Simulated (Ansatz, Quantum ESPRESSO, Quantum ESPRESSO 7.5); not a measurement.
## From contact to tunnelling: a Si chain with one bond drawn out

Wanted: T at the Fermi level along a series, and its decay constant, for a Si chain with one bond drawn out.

Main program and level: Quantum ESPRESSO 7.5; plane-wave DFT, PBE, GBRV ultrasoft pseudopotentials (cross-check by Ansatz 0.2.0 with PAW datasets).

### 1. The structure

The cell holds 10 atoms: 10 Si. Cell: a = 7.500 Å, b = 7.500 Å, c = 22.500 Å, α = 90.0°, β = 90.0°, γ = 90.0°. Regions: left lead, 5 atoms (5 Si); right lead, 5 atoms (5 Si). Vacuum lies along a and b. The structure is stacked along c, and the current runs across the ab planes.

### 2. Ground state, 0.5 Å

One periodic cell holds a stretch of lead, the junction and more lead; the atoms stay as built.

File j0.scf.in:

```
&control
  prefix = 'j0.scf'
  outdir = './out'
  pseudo_dir = './pseudo'
  calculation = 'scf'
  tprnfor = .true.
/
&system
  ibrav = 0
  nat = 10
  ntyp = 1
  ecutwfc = 34
  ecutrho = 170
  occupations = 'smearing'
  smearing = 'mv'
  degauss = 0.01
/
&electrons
  conv_thr = 1e-07
  mixing_beta = 0.25
  electron_maxstep = 120
  mixing_mode = 'local-TF'
/
ATOMIC_SPECIES
  Si  28.0850  si_pbe_v1.uspp.F.UPF
CELL_PARAMETERS angstrom
  7.50000000000000 0.00000000000000 0.00000000000000
  0.00000000000000 7.50000000000000 0.00000000000000
  0.00000000000000 0.00000000000000 22.50000000000000
ATOMIC_POSITIONS crystal
  Si  0.500000000000 0.500000000000 0.000000000000
  Si  0.500000000000 0.500000000000 0.097777777778
  Si  0.500000000000 0.500000000000 0.195555555556
  Si  0.500000000000 0.500000000000 0.293333333333
  Si  0.500000000000 0.500000000000 0.391111111111
  Si  0.500000000000 0.500000000000 0.511111111111
  Si  0.500000000000 0.500000000000 0.608888888889
  Si  0.500000000000 0.500000000000 0.706666666667
  Si  0.500000000000 0.500000000000 0.804444444444
  Si  0.500000000000 0.500000000000 0.902222222222
K_POINTS automatic
  1 1 3 0 0 0
```

Launch:

```sh
$ OMP_NUM_THREADS=1 mpirun -n 4 pw.x -nk 1 -in j0.scf.in > j0.scf.out
```

The log of the run:

```text
Program PWSCF v.7.5 starts
[citation notice left out]

     Parallel version (MPI & OpenMP), running on       4 processor cores
     Number of MPI processes:                 4
     Threads/MPI process:                     1

     MPI processes distributed on     1 nodes
[...]
Current dimensions of program PWSCF are:
     Max number of different atomic species (ntypx) = 10
     Max number of k-points (npk) =  40000
     Max angular momentum in pseudopotentials (lmaxx) =  4
     Message from routine setup:
     using ibrav=0 with symmetry is DISCOURAGED, use correct ibrav instead

     R & G space division:  proc/nbgrp/npool/nimage =       4
     Subspace diagonalization in iterative solution of the eigenvalue problem:
     a serial algorithm will be used

     Parallelization info
     --------------------
     sticks:   dense  smooth     PW     G-vecs:    dense   smooth      PW
     Min         677     544    138                79837    57180    7328
     Max         678     545    139                79854    57191    7337
     Sum        2709    2177    553               319373   228741   29327

     Using Slab Decomposition

     bravais-lattice index     =            0
     lattice parameter (alat)  =      14.1729  a.u.
     unit-cell volume          =    8540.8608 (a.u.)^3
     number of atoms/cell      =           10
     number of atomic types    =            1
     number of electrons       =        40.00
     number of Kohn-Sham states=           24
     kinetic-energy cutoff     =      34.0000  Ry
     charge density cutoff     =     170.0000  Ry
     scf convergence threshold =      1.0E-07
     mixing beta               =       0.2500
     number of iterations used =            8  local-TF  mixing
     Exchange-correlation= SLA  PW   PBE  PBE
                           (   1   4   3   4   0   0   0)

     celldm(1)=  14.172946  celldm(2)=   0.000000  celldm(3)=   0.000000
     celldm(4)=   0.000000  celldm(5)=   0.000000  celldm(6)=   0.000000

     crystal axes: (cart. coord. in units of alat)
               a(1) = (   1.000000   0.000000   0.000000 )
               a(2) = (   0.000000   1.000000   0.000000 )
               a(3) = (   0.000000   0.000000   3.000000 )

     reciprocal axes: (cart. coord. in units 2 pi/alat)
               b(1) = (  1.000000  0.000000  0.000000 )
               b(2) = (  0.000000  1.000000  0.000000 )
               b(3) = (  0.000000  0.000000  0.333333 )

     PseudoPot. # 1 for Si read from file:
     ./pseudo/si_pbe_v1.uspp.F.UPF
     Pseudo is Ultrasoft + core correction, Zval =  4.0
     Generated by new atomic code, or converted to UPF format
     Using radial grid of  899 points,  6 beta functions with:
                l(1) =   0
                l(2) =   0
                l(3) =   1
                l(4) =   1
                l(5) =   2
                l(6) =   2
     Q(r) pseudized with  8 coefficients,  rinner =    0.900   0.900   0.900
                                                       0.900   0.900

     atomic species   valence    mass     pseudopotential
     Si                4.00    28.08500     Si( 1.00)

      8 Sym. Ops. (no inversion) found

   Cartesian axes

     site n.     atom                  positions (alat units)
         1        Si     tau(   1) = (   0.5000000   0.5000000   0.0000000  )
         2        Si     tau(   2) = (   0.5000000   0.5000000   0.2933333  )
         3        Si     tau(   3) = (   0.5000000   0.5000000   0.5866667  )
         4        Si     tau(   4) = (   0.5000000   0.5000000   0.8800000  )
         5        Si     tau(   5) = (   0.5000000   0.5000000   1.1733333  )
         6        Si     tau(   6) = (   0.5000000   0.5000000   1.5333333  )
         7        Si     tau(   7) = (   0.5000000   0.5000000   1.8266667  )
         8        Si     tau(   8) = (   0.5000000   0.5000000   2.1200000  )
         9        Si     tau(   9) = (   0.5000000   0.5000000   2.4133333  )
        10        Si     tau(  10) = (   0.5000000   0.5000000   2.7066667  )

     number of k points=     2  Marzari-Vanderbilt smearing, width (Ry)=  0.0100
                       cart. coord. in units 2pi/alat
        k(    1) = (   0.0000000   0.0000000   0.0000000), wk =   0.6666667
        k(    2) = (   0.0000000   0.0000000   0.1111111), wk =   1.3333333

     Dense  grid:   319373 G-vectors     FFT dimensions: (  60,  60, 180)

     Smooth grid:   228741 G-vectors     FFT dimensions: (  54,  54, 160)

     Estimated max dynamical RAM per process >     334.09 MB

     Estimated total dynamical RAM >       1.31 GB

     Initial potential from superposition of free atoms

     starting charge      39.9933, renormalised to      40.0000

     negative rho (up, down):  1.898E-05 0.000E+00
     Starting wfcs are   40 randomized atomic wfcs

     total cpu time spent up to now is        1.1 secs

     per-process dynamical memory:    71.6 Mb

     Self-consistent Calculation

     iteration #  1     ecut=    34.00 Ry     beta= 0.25
     Davidson diagonalization with overlap
     ethr =  1.00E-02,  avg # of iterations =  2.0

     Threshold (ethr) on eigenvalues was too large:
     Diagonalizing with lowered threshold

     Davidson diagonalization with overlap
     ethr =  8.75E-04,  avg # of iterations =  1.0

     negative rho (up, down):  3.736E-07 0.000E+00

     total cpu time spent up to now is        4.1 secs

     total energy              =     -94.51410608 Ry
     estimated scf accuracy    <       0.38045058 Ry

     iteration #  2     ecut=    34.00 Ry     beta= 0.25
[...]
negative rho (up, down):  6.089E-08 0.000E+00

[...]
total energy              =     -94.40531348 Ry
     estimated scf accuracy    <       0.26351949 Ry

     iteration #  3     ecut=    34.00 Ry     beta= 0.25
[...]
total energy              =     -94.44761255 Ry
     estimated scf accuracy    <       0.08576304 Ry

     iteration #  4     ecut=    34.00 Ry     beta= 0.25
[...]
total energy              =     -94.44424533 Ry
     estimated scf accuracy    <       0.04036745 Ry

     iteration #  5     ecut=    34.00 Ry     beta= 0.25
[...]
total energy              =     -94.43962273 Ry
     estimated scf accuracy    <       0.01443951 Ry

     iteration #  6     ecut=    34.00 Ry     beta= 0.25
[...]
total energy              =     -94.44124770 Ry
     estimated scf accuracy    <       0.00313544 Ry

     iteration #  7     ecut=    34.00 Ry     beta= 0.25
[...]
negative rho (up, down):  6.806E-06 0.000E+00

[...]
total energy              =     -94.44078077 Ry
     estimated scf accuracy    <       0.00494731 Ry

     iteration #  8     ecut=    34.00 Ry     beta= 0.25
[...]
negative rho (up, down):  4.326E-06 0.000E+00

[...]
total energy              =     -94.44115244 Ry
     estimated scf accuracy    <       0.00049344 Ry

     iteration #  9     ecut=    34.00 Ry     beta= 0.25
[...]
negative rho (up, down):  3.358E-06 0.000E+00

[...]
total energy              =     -94.44111788 Ry
     estimated scf accuracy    <       0.00046912 Ry

     iteration # 10     ecut=    34.00 Ry     beta= 0.25
[...]
negative rho (up, down):  3.866E-06 0.000E+00

[...]
total energy              =     -94.44126690 Ry
     estimated scf accuracy    <       0.00025163 Ry

     iteration # 11     ecut=    34.00 Ry     beta= 0.25
[...]
negative rho (up, down):  7.524E-06 0.000E+00

[...]
total energy              =     -94.44130686 Ry
     estimated scf accuracy    <       0.00002720 Ry

     iteration # 12     ecut=    34.00 Ry     beta= 0.25
[...]
negative rho (up, down):  3.066E-05 0.000E+00

[...]
total energy              =     -94.44131617 Ry
     estimated scf accuracy    <       0.00000593 Ry

     iteration # 13     ecut=    34.00 Ry     beta= 0.25
[...]
negative rho (up, down):  6.250E-05 0.000E+00

[...]
total energy              =     -94.44131719 Ry
     estimated scf accuracy    <       0.00000126 Ry

     iteration # 14     ecut=    34.00 Ry     beta= 0.25
[...]
negative rho (up, down):  5.172E-05 0.000E+00

[...]
total energy              =     -94.44131755 Ry
     estimated scf accuracy    <       0.00000026 Ry

     iteration # 15     ecut=    34.00 Ry     beta= 0.25
[...]
negative rho (up, down):  4.367E-05 0.000E+00

[...]
End of self-consistent calculation

          k = 0.0000 0.0000 0.0000 ( 28495 PWs)   bands (ev):

   -12.6590 -12.4177 -12.1504 -11.5222 -11.2630 -10.2051  -9.8253  -8.3694
    -7.9547  -6.5307  -4.6580  -4.5966  -4.5966  -4.3618  -4.3618  -4.1693
    -4.1693  -3.5122  -3.5122  -3.3622  -3.3622  -2.8130  -2.3014  -2.2402

          k = 0.0000 0.0000 0.1111 ( 28591 PWs)   bands (ev):

   -12.6521 -12.4501 -12.0763 -11.6874 -11.0357 -10.4997  -9.4805  -8.7829
    -7.5236  -6.7907  -4.5850  -4.5850  -4.4161  -4.4161  -4.3734  -4.0581
    -4.0581  -3.7420  -3.7420  -3.4005  -3.0730  -3.0730  -2.5824  -2.5824

     the Fermi energy is    -3.3242 ev

!    total energy              =     -94.44131752 Ry
     estimated scf accuracy    <       0.00000009 Ry
     smearing contrib. (-TS)   =      -0.00032646 Ry
     internal energy E=F+TS    =     -94.44099106 Ry

     The total energy is F=E-TS. E is the sum of the following terms:
     one-electron contribution =     -83.57424185 Ry
     hartree contribution      =      46.53537388 Ry
     xc contribution           =     -41.12839328 Ry
     ewald contribution        =     -16.27372982 Ry

     convergence has been achieved in  15 iterations

     negative rho (up, down):  4.367E-05 0.000E+00

     Forces acting on atoms (cartesian axes, Ry/au):

     atom    1 type  1   force =     0.00000000    0.00000000    0.01287120
     atom    2 type  1   force =     0.00000000    0.00000000   -0.00285210
     atom    3 type  1   force =     0.00000000    0.00000000   -0.00484495
     atom    4 type  1   force =     0.00000000    0.00000000    0.00125430
     atom    5 type  1   force =     0.00000000    0.00000000    0.02886686
     atom    6 type  1   force =     0.00000000    0.00000000   -0.02886818
     atom    7 type  1   force =     0.00000000    0.00000000   -0.00127038
     atom    8 type  1   force =     0.00000000    0.00000000    0.00486958
     atom    9 type  1   force =     0.00000000    0.00000000    0.00283399
     atom   10 type  1   force =     0.00000000    0.00000000   -0.01286032

     Total force =     0.045434     Total SCF correction =     0.000250

[...]
=------------------------------------------------------------------------------=
   JOB DONE.
=------------------------------------------------------------------------------=
```

Run time: 30 s. Hardware: 4 MPI ranks of Arm Neoverse V1, shared host; peak memory 1.4 GiB; 2 min of CPU time.

This step gave:

```
free energy  : -1284.9396 eV
Fermi energy : -3.324 eV
```

The run needed 15 iterations to bring the estimated error under 1e-07 Ry; the largest force on any atom, held or free, is 0.74 eV/Å.

(Part 1 of 5 ends here.)

[Logs are printed without paths, hosts, clocks, repeated set-up lines and the standing remarks that a program may print on its own settings, such as how far it seeks lower states.]

[Hosts, paths, dates, database ids (printed as entryN), source tags and the programs' standing remarks are cut or masked in the printed files.]

[Maps of the electrostatic potential energy from Ansatz leave out the sawtooth potential of an applied field or a dipole correction, so their vacuum need not be flat; planar profiles and work functions include it.]
